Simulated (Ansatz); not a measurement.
## PtC (model cell, started as zinc blende): phonons and vibrational spectra

Aim: the vibrations of PtC (model cell, started as zinc blende), their spectra, and whether the structure is stable.

Program: Ansatz 0.2.0. Level of theory: DFT PBE, scalar-relativistic, plane waves, PAW. Results are calculated unless marked as measured.

The structure was built from a prototype and need not be the compound's stable phase.

## (1) Starting point

Symmetry: F-43m, No. 216, cubic system. The conventional cell has a = 4.613 Å, b = 4.613 Å, c = 4.613 Å, α = 90.00°, β = 90.00°, γ = 90.00°. Pt has 4 C at 2.00 Å nearest. C has 4 Pt at 2.00 Å nearest. Farther neighbours are not listed.

## (2) Rough relaxation

The start is far from rest, so a relaxation with loose tolerances brings it close first.

Input file input.yaml:

```yaml
crystal:
  lattice:
    - [0.0, 2.30651, 2.30651]
    - [2.30651, 0.0, 2.30651]
    - [2.30651, 2.30651, 0.0]
  atoms:
    - { symbol: Pt, position: [0.0, 0.0, 0.0] }
    - { symbol: C, position: [0.25, 0.25, 0.25] }
kpoints:
  mp_grid: { grid: [8, 8, 8] }
hamiltonian:
  xc: pbe
scf:
  occupations: { method: gaussian, width: 0.1 }
output:
  forces: true
  stress: true
  eigenvalues: true
relax:
  adjacent_minimum: "off"
  f_tol: 0.05
  max_steps: 80
  cell: { stress_tol: 0.5 }
```

The run is started by

```sh
$ ansatz run input.yaml --threads 4 --pin off --max-ram 7168MiB --backend cpu --events-out ev --progress --plain --runs-dir out
```

Numbers of over 12 decimals in the logs are rounded to 6 here.

The program printed:

```text
The last accepted step is kept in <dir> (removed where the run ends without a failure and the disk answers)
Engine: ansatz 0.2.0, aarch64-unknown-linux-gnu
Pseudopotentials: kind: paw
Pseudopotential: Pt, paw, valence charge 18, recommended cutoff 420 eV (normal), Pt.paw.azcp
Pseudopotential: C, paw, valence charge 4, recommended cutoff 420 eV (normal), C.paw.azcp
Functional definition: PBE
  parameter kappa = 0.804
[...]
--- Relaxed structure (2 steps of the walk, 2 accepted, 1 SCFs on fresh bases) ---
  F+E_penalty+E_count = -12772.17697477 eV   max|allowed force component| = 1.180e-16 eV/Å   (the final SCF, on the basis selected at the relaxed cell)
  cell:  # Å, volume = 26.2694 Å³
    - [0, 2.359429, 2.359429]
    - [2.359429, 0, 2.359429]
    - [2.359429, 2.359429, 0]
  atoms:
    - { symbol: Pt, position: [0, 0, 0] }
    - { symbol: C, position: [0.250000, 0.250000, 0.250000] }
[key lines of the parts left out:]
SCF converged after 6 iterations
Free energy (F): -12772.176975 eV
Fermi energy:    16.331587 eV
P = ⅓ Tr σ = 0.3380 GPa (3.380 kbar)
```

The job ended after 1.4 s (4 threads of Arm Neoverse V1, shared host; peak memory 0.3 GiB; 4.3 s of CPU time).

Step by step:

```
step  energy less that of the first step (eV)  largest force component (eV/Å)  pressure (GPa)  volume (Å³)
   1                                   0.0000                          0.0000           17.85        24.54
   2                                  -0.0886                          0.0000            0.21        26.27
  3*                                  -0.0921                          0.0000            0.34        26.27
```

Relaxation steps marked * repeat the geometry before them on a plane-wave basis chosen anew for their cell, so energy and pressure can jump there.

The run keeps the 24 symmetry operations that it works with, so distortions that break them were not tested.

```
conventional cell, symmetrised  before  after  change
                         a (Å)   4.613  4.719  +2.3 %
                         b (Å)   4.613  4.719  +2.3 %
                         c (Å)   4.613  4.719  +2.3 %
              volume (Å³/atom)   12.27  13.13  +7.0 %
```

The relaxed structure:

```xyz
2
Lattice="0.0000 2.3594 2.3594 2.3594 0.0000 2.3594 2.3594 2.3594 0.0000" Properties=species:S:1:pos:R:3 pbc="T T T"
Pt    0.0000    0.0000    0.0000
C     1.1797    1.1797    1.1797
```

This step gave:

| Property | Result |
| --- | --- |
| pressure | 0.3380 GPa |
| volume per atom | 13.13 Å³ |
| gap on the k-mesh | 0 eV |

In this step the volume went from 12.27 to 13.13 Å³/atom.

## (3) Bringing the structure to rest

The cell and atoms are relaxed, since residual forces and stress would shift the frequencies.

Input file input.yaml:

```yaml
crystal:
  lattice:
    - [0.0, 2.3594289694, 2.3594289694]
    - [2.3594289694, 0.0, 2.3594289694]
    - [2.3594289694, 2.3594289694, 0.0]
  atoms:
    - { symbol: Pt, position: [0.0, 0.0, 0.0] }
    - { symbol: C, position: [0.25, 0.25, 0.25] }
kpoints:
  mp_grid: { grid: [14, 14, 14] }
hamiltonian:
  xc: pbe
scf:
  occupations: { method: gaussian, width: 0.1 }
output:
  forces: true
  stress: true
  eigenvalues: true
  write_density: true
  write_potential: true
  elf: true
  volumetric_format: npy
relax:
  adjacent_minimum: "off"
  f_tol: 0.005
  max_steps: 80
  cell: { stress_tol: 0.05 }
```

The program printed:

```text
[...]
Crystal: 2 atoms, lattice volume = 26.269 Å³
Basis set: ecut = 420 eV, 531 PW (Γ), exchange–correlation on 48×48×48 points (8 copies of the dense FFT grid, shifted against one another)
Bands: 15, of which v1, the nominal top of the filled ones, is band 11 counted from 1 (10 counted from 0)
Symmetry: 24 space group operations
[...]
k-points: 104 of 2744 (time reversal used)
[...]
SCF iter   1: F=—  HF=-12772.192995 eV  |F-HF|=—  |Δ(HF+E_count)|=         —  Δρ=7.53e-3  dr2=1.65e-2  ethr=1.77e-3  ⟨swp⟩=5.0  Hψ=7343  notcnv=0
[...]
SCF iter   6: F=-12772.190470 eV  HF=-12772.190470 eV  |F-HF|=1.80e-10  |Δ(HF+E_count)|=   8.61e-9  Δρ=1.09e-6  dr2=1.33e-10  ethr=3.23e-11  ⟨swp⟩=5.7  Hψ=8657  notcnv=0
SCF 1 converged in 6 iterations: F = -12772.190470 eV  dr2 = 1.33e-10
[...]
relax step   1: F+E_penalty+E_count = -12772.19046952 eV  Δ(F+E_penalty+E_count) = +0.000e0 eV  max|allowed force component| = 1.110e-16 eV/Å  Δτ_max = 0.0000 Å  P = -0.087 GPa  Ω = 26.269 Å³  (6 SCF iters, dr2 threshold 1.00e-7 eV, accepted)
Crystal: 2 atoms, lattice volume = 26.259 Å³
[...]
SCF iter   6: F=-12772.190489 eV  HF=-12772.190489 eV  |F-HF|=1.82e-12  |Δ(HF+E_count)|=  1.82e-12  Δρ=3.51e-8  dr2=1.86e-13  ethr=1.00e-12  ⟨swp⟩=3.8  Hψ=6292  notcnv=0
SCF 2 converged in 6 iterations: F = -12772.190489 eV  dr2 = 1.86e-13
relax step   2: F+E_penalty+E_count = -12772.19048898 eV  Δ(F+E_penalty+E_count) = -1.947e-5 eV  max|allowed force component| = 3.238e-17 eV/Å  Δτ_max = 0.0000 Å  P = +0.003 GPa  Ω = 26.259 Å³  energy of the carried Pulay correction = +1.667e-5 eV  (6 SCF iters, accepted)
[...]
SCF iter   1: F=—  HF=-12772.190475 eV  |F-HF|=—  |Δ(HF+E_count)|=         —  Δρ=1.57e-6  dr2=2.79e-10  ethr=3.46e-8  ⟨swp⟩=3.0  Hψ=11622  notcnv=0
eigensolver tolerance schedule: the retry pair's looser diagonalisation over-reported the residual by 27285.82 of it (diagonalisation noise at 0.44 of the residual, at the tolerance the schedule requests for it); recorded, not acted on — ethr = c·dr2/N_el stays at c = 1.0e-1
SCF iter   2: F=—  HF=-12772.190477 eV  |F-HF|=—  |Δ(HF+E_count)|=   2.76e-6  Δρ=6.04e-7  dr2=3.72e-11  ethr=1.27e-12  ⟨swp⟩=3.0  Hψ=3401  notcnv=0
[...]
SCF iter   7: F=-12772.190477 eV  HF=-12772.190477 eV  |F-HF|=0.00e0  |Δ(HF+E_count)|=    0.00e0  Δρ=1.25e-10  dr2=2.01e-18  ethr=1.00e-12  ⟨swp⟩=1.7  Hψ=3691  notcnv=0
SCF 3 converged in 7 iterations: F = -12772.190477 eV  dr2 = 2.01e-18
relax step   3: F+E_penalty+E_count = -12772.19047734 eV  Δ(F+E_penalty+E_count) = +1.164e-5 eV  max|allowed force component| = 5.089e-17 eV/Å  Δτ_max = 0.0000 Å  P = +0.002 GPa  Ω = 26.259 Å³  stress off target by 2.36e-3 GPa  SCF on the basis re-selected at this cell (its energy is not comparable with the rows above)  (7 SCF iters)
basis re-selected at this cell: Δ(F+E_penalty+E_count) = +1.164e-5 eV, ΔP = -0.001 GPa vs the last step (what re-selecting the basis moved, of the pressure what is left beyond the Pulay correction that the steps carried, after the strain that the cell walked since its last selection, with what the two solves' SCF thresholds leave and, on support functions, any second-order correction that the steps lacked; it is no m [...]
SCF converged after 7 iterations
Free energy (F): -12772.190477 eV
[...]
Internal energy: -12772.186384 eV  (E = F + TS)
E sigma→0 (E₀):  -12772.188430 eV
Entropy (-TS):   -0.004094 eV (-2.047 meV/atom)
Fermi energy:    16.257538 eV
[...]
--- Stress (GPa, compression-positive) ---
        0.002355       0.000000       0.000000
        0.000000       0.002355       0.000000
        0.000000       0.000000       0.002355
  P = ⅓ Tr σ = 0.0024 GPa (0.024 kbar)
--- Band table (eV; the first three rows and the last of 104) ---
  k-point 0: bands = [... 7 lower, 9.0063, 12.3917, 12.3917, 19.0772, 20.8937, 20.8937, 20.8937, 28.6008]
  k-point 1: bands = [... 7 lower, 9.0476, 12.3733, 12.3733, 19.2259, 20.6801, 20.8314, 20.8314, 27.9397]
  k-point 2: bands = [... 7 lower, 9.1596, 12.3375, 12.3375, 19.3162, 20.3696, 20.6294, 20.6294, 26.6932]
  k-point 103: bands = [... 7 lower, 10.7979, 12.4847, 13.3276, 13.7298, 15.4403, 17.3660, 25.5806, 26.4071]
--- Relaxed structure (2 steps of the walk, 2 accepted, 1 SCFs on fresh bases) ---
[...]
cell:  # Å, volume = 26.2587 Å³
    - [0, 2.359109, 2.359109]
    - [2.359109, 0, 2.359109]
    - [2.359109, 2.359109, 0]
  atoms:
    - { symbol: Pt, position: [0, 0, 0] }
    - { symbol: C, position: [0.25, 0.25, 0.25] }
```

It took 5.3 s on 4 threads; peak memory 0.37 GiB.

Little changed from the start: no atom moved by 0.005 Å and no cell edge by 0.1 %.

This step gave:

```
pressure : 0.002355 GPa
```

Electrostatic potential energy in the ac plane of a cell with a along [110], b along [-110] and c along [001] of the cube at fractional y = 0.000, with atoms of Pt and C within 0.2 Å of it. With pseudopotentials it is smooth inside the atoms' cores, unlike the true potential.

Ten even steps from '0' (-66 eV) to '9' (20 eV), each cell a mean:
```
0158998510037999730
3578668743368757863
7885116887887303788
9995116999998303899
9998668999999757999
9999999999999999999
9999999999999999999
9999999999999999999
9999999999999999999
9999999999999999999
5789999875689999986
1369999631158999841
0158998510037999720
```
Columns run along a (6.7 Å; values clipped at the 3rd and 97th percentile), rows up along c (4.7 Å), edges of the conventional cell, whose origin can differ from the input's. Atoms in or near the plane, at fractional coordinates: Pt at (0.50, 0.00), Pt at (0.00, 0.00), C at (0.75, 0.75), C at (0.25, 0.75).

ELF in the ac plane of a cell with a along [110], b along [-110] and c along [001] of the cube at fractional y = 0.000, with atoms of Pt and C within 0.2 Å of it. It is the smooth field of the valence electrons, not physical close to the nuclei.

Values, 7 rows by 16 columns, each cell a mean:
```
0.64 0.49 0.45 0.61 0.63 0.53 0.43 0.60 0.64 0.49 0.45 0.61 0.63 0.53 0.43 0.60
0.34 0.37 0.68 0.47 0.30 0.69 0.49 0.33 0.34 0.37 0.68 0.47 0.30 0.69 0.49 0.33
0.09 0.21 0.51 0.63 0.62 0.59 0.32 0.12 0.09 0.21 0.51 0.63 0.62 0.59 0.32 0.12
0.02 0.06 0.16 0.27 0.29 0.21 0.09 0.03 0.02 0.06 0.16 0.27 0.29 0.21 0.09 0.03
0.13 0.11 0.10 0.12 0.13 0.11 0.10 0.13 0.13 0.11 0.10 0.12 0.13 0.11 0.10 0.13
0.42 0.30 0.19 0.14 0.13 0.17 0.25 0.38 0.42 0.30 0.19 0.14 0.13 0.17 0.25 0.38
0.67 0.56 0.30 0.23 0.22 0.25 0.46 0.65 0.67 0.56 0.30 0.23 0.22 0.25 0.46 0.65
```
Columns run along a (6.7 Å), rows up along c (4.7 Å), edges of the conventional cell, whose origin can differ from the input's. Atoms in or near the plane, at fractional coordinates: Pt at (0.50, 0.00), Pt at (0.00, 0.00), C at (0.75, 0.75), C at (0.25, 0.75).

Valence density in the ac plane of a cell with a along [110], b along [-110] and c along [001] of the cube at fractional y = 0.000, with atoms of Pt and C within 0.2 Å of it. It is the smooth field of the valence electrons, not physical close to the nuclei.

Values in units of 1e0 e/Å³, 7 rows by 16 columns, each cell a mean:
```
7.5 3.8 1.0 0.8 0.8 0.8 2.3 6.2 7.5 3.8 1.0 0.8 0.8 0.8 2.3 6.2
0.8 0.6 0.9 1.5 1.6 1.2 0.6 0.7 0.8 0.6 0.9 1.5 1.6 1.2 0.6 0.7
0.1 0.2 0.4 0.9 1.0 0.6 0.2 0.1 0.1 0.2 0.4 0.9 1.0 0.6 0.2 0.1
0.0 0.1 0.1 0.2 0.2 0.2 0.1 0.0 0.0 0.1 0.1 0.2 0.2 0.2 0.1 0.0
0.1 0.1 0.1 0.1 0.1 0.1 0.1 0.1 0.1 0.1 0.1 0.1 0.1 0.1 0.1 0.1
1.6 0.8 0.2 0.1 0.1 0.2 0.5 1.3 1.6 0.8 0.2 0.1 0.1 0.2 0.5 1.3
9.4 4.9 0.9 0.2 0.2 0.4 2.8 8.0 9.4 4.9 0.9 0.2 0.2 0.4 2.8 8.0
```
Columns run along a (6.7 Å), rows up along c (4.7 Å), edges of the conventional cell, whose origin can differ from the input's. Atoms in or near the plane, at fractional coordinates: Pt at (0.50, 0.00), Pt at (0.00, 0.00), C at (0.75, 0.75), C at (0.25, 0.75).

In this step the volume went from 13.13 to 13.13 Å³/atom.

## (4) Tight relaxation

Phonons need a cell at rest on their own settings, so the relaxation is repeated with tight tolerances on forces and stress, using the mesh and the filling of the phonon run that follows.

Input file input.yaml:

```yaml
crystal:
  lattice:
    - [0.0, 2.3591085427, 2.3591085427]
    - [2.3591085427, 0.0, 2.3591085427]
    - [2.3591085427, 2.3591085427, 0.0]
  atoms:
    - { symbol: Pt, position: [0.0, 0.0, 0.0] }
    - { symbol: C, position: [0.25, 0.25, 0.25] }
kpoints:
  mp_grid: { grid: [16, 16, 16] }
hamiltonian:
  xc: pbe
scf:
  occupations: { method: methfessel_paxton, width: 0.15 }
output:
  forces: true
  stress: true
  eigenvalues: true
relax:
  adjacent_minimum: "off"
  f_tol: 0.001
  max_steps: 60
  cell: { stress_tol: 0.01 }
```

The program printed:

```text
[...]
Crystal: 2 atoms, lattice volume = 26.259 Å³
Basis set: ecut = 420 eV, 531 PW (Γ), exchange–correlation on 48×48×48 points (8 copies of the dense FFT grid, shifted against one another)
Bands: 15, of which v1, the nominal top of the filled ones, is band 11 counted from 1 (10 counted from 0)
Symmetry: 24 space group operations
[...]
k-points: 145 of 4096 (time reversal used)
[...]
k-point 144: bands = [... 7 lower, 10.7817, 12.4651, 13.3792, 13.7303, 15.4283, 17.4276, 25.6699, 26.4187]
--- Relaxed structure (2 steps of the walk, 2 accepted, 1 SCFs on fresh bases) ---
[...]
cell:  # Å, volume = 26.2484 Å³
    - [0, 2.358799, 2.358799]
    - [2.358799, 0, 2.358799]
    - [2.358799, 2.358799, 0]
  atoms:
    - { symbol: Pt, position: [0, 0, 0] }
    - { symbol: C, position: [0.25, 0.25, 0.25] }
[key lines of the parts left out:]
SCF converged after 6 iterations
Free energy (F): -12772.187252 eV
Fermi energy:    16.306222 eV
P = ⅓ Tr σ = 0.0020 GPa (0.020 kbar)
```

It took 18 s on 4 threads; peak memory 0.4 GiB; 17 s of CPU time.

Little changed from the start: no atom moved by 0.005 Å and no cell edge by 0.1 %.

Numbers from this step:

| Property | Result |
| --- | --- |
| pressure | 0.001983 GPa |
| volume per atom | 13.12 Å³ |

The forces vanish by symmetry and the pressure is 0.002 GPa, within the tolerances set. The cell now holds 13.12 Å³/atom.

## (5) Linear response at the zone centre

The zone centre comes first: it holds the modes that light can see, as far as symmetry allows. No field response is asked, since the mesh shows no gap.

input.yaml, the sections that differ from step 4:

```yaml
crystal:
  lattice:
    - [0.0, 2.3587990055, 2.3587990055]
    - [2.3587990055, 0.0, 2.3587990055]
    - [2.3587990055, 2.3587990055, 0.0]
  atoms:
    - { symbol: Pt, position: [0.0, 0.0, 0.0] }
    - { symbol: C, position: [0.25, 0.25, 0.25] }
output:
  eigenvalues: true
phonons:
  method: dfpt
# kpoints, hamiltonian, scf: as in step 4
# relax: removed
```

The program printed:

```text
zone centre: on kpoints.mp_grid the ground state, and the responses unless they are solved on pairs of k-points, stand on 349 of the mesh's 4096 k-points, reduced under 8 symmetry operations, with k and −k counted as one. Each operation leaves every solved displacement unchanged or reverses it
[...]
Crystal: 2 atoms, lattice volume = 26.248 Å³
Basis set: ecut = 420 eV, 531 PW (Γ), exchange–correlation on 48×48×48 points (8 copies of the dense FFT grid, shifted against one another)
Bands: 15, of which v1, the nominal top of the filled ones, is band 11 counted from 1 (10 counted from 0)
Symmetry: 24 space group operations
k-points: 349 of 4096 (irreducible under 8 space group operations, time reversal used)
[...]
SCF iter   1: F=—  HF=-12772.189864 eV  |F-HF|=—  |Δ(HF+E_count)|=         —  Δρ=7.64e-3  dr2=1.71e-2  ethr=1.77e-3  ⟨swp⟩=4.8  Hψ=23936  notcnv=0
[...]
SCF iter   7: F=-12772.187252 eV  HF=-12772.187252 eV  |F-HF|=3.64e-12  |Δ(HF+E_count)|=  2.49e-10  S|Δr|=    0.00e0  Δρ=1.27e-7  dr2=2.45e-12  ethr=1.00e-12  ⟨swp⟩=6.6  Hψ=23802  notcnv=0
SCF 1 converged in 7 iterations: F = -12772.187252 eV  dr2 = 2.45e-12
[...]
DFPT response loops at Γ: preconditioner auto → Kerker (q_TF=auto, 2.649 Å⁻¹) (partly filled bands, converged f_vac=0.003); β = 1.00, the filter's whole step (`scf.mixing.beta` (0.50) is not read by the response loops under this deck's `scf.mixing.preconditioner`; to damp them name `kerker` or `kerker_dos`, under which they read `scf.mixing.beta`, and type it under 1.00, their step now; both keys bind the ground state too); Broyden in place of MSR1
SCF converged after 7 iterations
[...]
Free energy (F): -12772.187252 eV
[...]
Internal energy: -12772.187478 eV  (E = F + TS)
E sigma→0 (E₀):  -12772.187308 eV
Entropy (-TS):   0.000226 eV (0.113 meV/atom)
Fermi energy:    16.306223 eV
[...]
--- Band table (eV; the first three rows and the last of 349) ---
  k-point 0: bands = [... 7 lower, 9.0109, 12.3973, 12.3973, 19.0870, 20.9040, 20.9040, 20.9040, 28.6116]
  k-point 1: bands = [... 7 lower, 9.0427, 12.3828, 12.3828, 19.2039, 20.7377, 20.8566, 20.8566, 28.0876]
  k-point 2: bands = [... 7 lower, 9.1312, 12.3511, 12.3511, 19.3789, 20.3990, 20.7046, 20.7046, 27.0173]
  k-point 348: bands = [... 7 lower, 10.7817, 12.4651, 13.3792, 13.7303, 15.4283, 17.4276, 25.6699, 26.4187]
--- Phonons (Γ-DFPT): 2 representative perturbations + reference, on 349 of 4096 k-points (Σ response iterations 7) ---
  k mesh reduced under 8 symmetry operations, with k and −k counted as one. Each operation leaves every solved displacement unchanged or reverses it
  ASR residual: 6.874e-5 → 0.000e0 eV/Å²; symmetrization residual: 1.234e-7 eV/Å²
  ASR residual per site (eV/Å²): 6.87e-5 2.84e-5
  Γ frequencies (cm⁻¹): 0.00 0.00 0.00 536.64 536.64 536.64
  non-analytic LO–TO correction: not included (Born effective charges unavailable; polar crystals: no LO–TO splitting at Γ)
```

Run time: 15 s. Hardware: 4 threads; peak memory 0.64 GiB; 43 s of CPU time.

The column dr2 measures how far the density is from self-consistency, as an energy; F and HF (Harris–Foulkes) agree once it is small.

This step gave:

| Property | Result |
| --- | --- |
| sum-rule residual before enforcement | 6.87e-5 eV/Å² |
| point group | -43m |
| highest optical mode at the zone centre (no LO-TO term) | 536.6 cm⁻¹ |
| lowest optical zone-centre mode | 536.6 cm⁻¹ |

Patterns of degenerate modes are one choice out of their space. Modes at Γ, with each element's share of the kinetic energy:

```
mode  frequency (cm⁻¹)  symmetry  Pt %  C %
   1               0.0  acoustic    94    6
   2               0.0  acoustic    94    6
   3               0.0  acoustic    94    6
   4             536.6        T2     6   94
   5             536.6        T2     6   94
   6             536.6        T2     6   94
```

Displacements in mode 6 (536.6 cm⁻¹), the largest set to 1:
```
Pt1  0.00  0.00 -0.06
C2   0.00  0.00  1.00
```

Before it was imposed, the acoustic sum rule was missed by 6.9e-5 eV/Å². Small misses are needed for a sound result but don't prove that mesh and cutoff are converged. The lowest optical mode is real, 537 cm⁻¹.

(Part 1 of 2 ends here.)

[Logs are printed without paths, hosts, clocks, repeated set-up lines and the standing remarks that a program may print on its own settings, such as how far it seeks lower states.]

[Hosts, paths, dates, database ids (printed as entryN), source tags and the programs' standing remarks are cut or masked in the printed files.]
